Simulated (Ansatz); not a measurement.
Planning a run of Ansatz 0.2.0 on CsPbBr3 (Pm-3m). The input:

```yaml
crystal:
  lattice:
    - [5.87, 0.0, 0.0]
    - [0.0, 5.87, 0.0]
    - [0.0, 0.0, 5.87]
  atoms:
    - { symbol: Cs, position: [0.0, 0.0, 0.0] }
    - { symbol: Pb, position: [0.5, 0.5, 0.5] }
    - { symbol: Br, position: [0.0, 0.5, 0.5] }
    - { symbol: Br, position: [0.5, 0.0, 0.5] }
    - { symbol: Br, position: [0.5, 0.5, 0.0] }
kpoints:
  mp_grid: { grid: [4, 4, 4] }
hamiltonian:
  xc: pbe
  pseudopotentials: { kind: paw, source: ansatz }
scf:
  occupations: { method: fixed }
gw:
  n_empty_bands: 929
  ecut_chi: 160.0
  qp_bands: [v2, c2]
  qp_kpoints: band_edges
  screening: { model: contour_deformation }
```

```sh
ansatz run input.yaml --threads 4 --pin off --max-ram 138240MiB --backend cuda --events-out ev --progress --plain --runs-dir out --devices 1 --max-vram 26GiB
```

Estimate wall time and host memory on 1 × NVIDIA H100 80GB HBM3 (shared by 3 runs) with 4 threads of AMD EPYC 7R13 (Zen 3), shared host.

It took 34 s; on shared hardware allow 17 s to 69 s. Peak host memory was 4.2 GiB. The sizes that set the cost: 8217 plane waves a state, 10 irreducible k points, 970 bands summed, 925 plane waves in the screening and 8 SCF cycles.

The screening grows as filled bands × empty bands × pairs of k points, times the square of the screening basis for the matrix.

[Paths, hosts, dates, memory and timing lines, banners, echoed tables and standing remarks are left out of the program output.]

[Logs are printed without paths, hosts, clocks, repeated set-up lines and the standing remarks that a program may print on its own settings, such as how far it seeks lower states.]

[Runs of the session that timed out or met a known fault of the program may be left out.]

[Cells called generated may have been cut or substituted from an entry of the Crystallography Open Database or the Materials Project.]

[Hosts, paths, dates, database ids (printed as entryN), source tags and the programs' standing remarks are cut or masked in the printed files.]
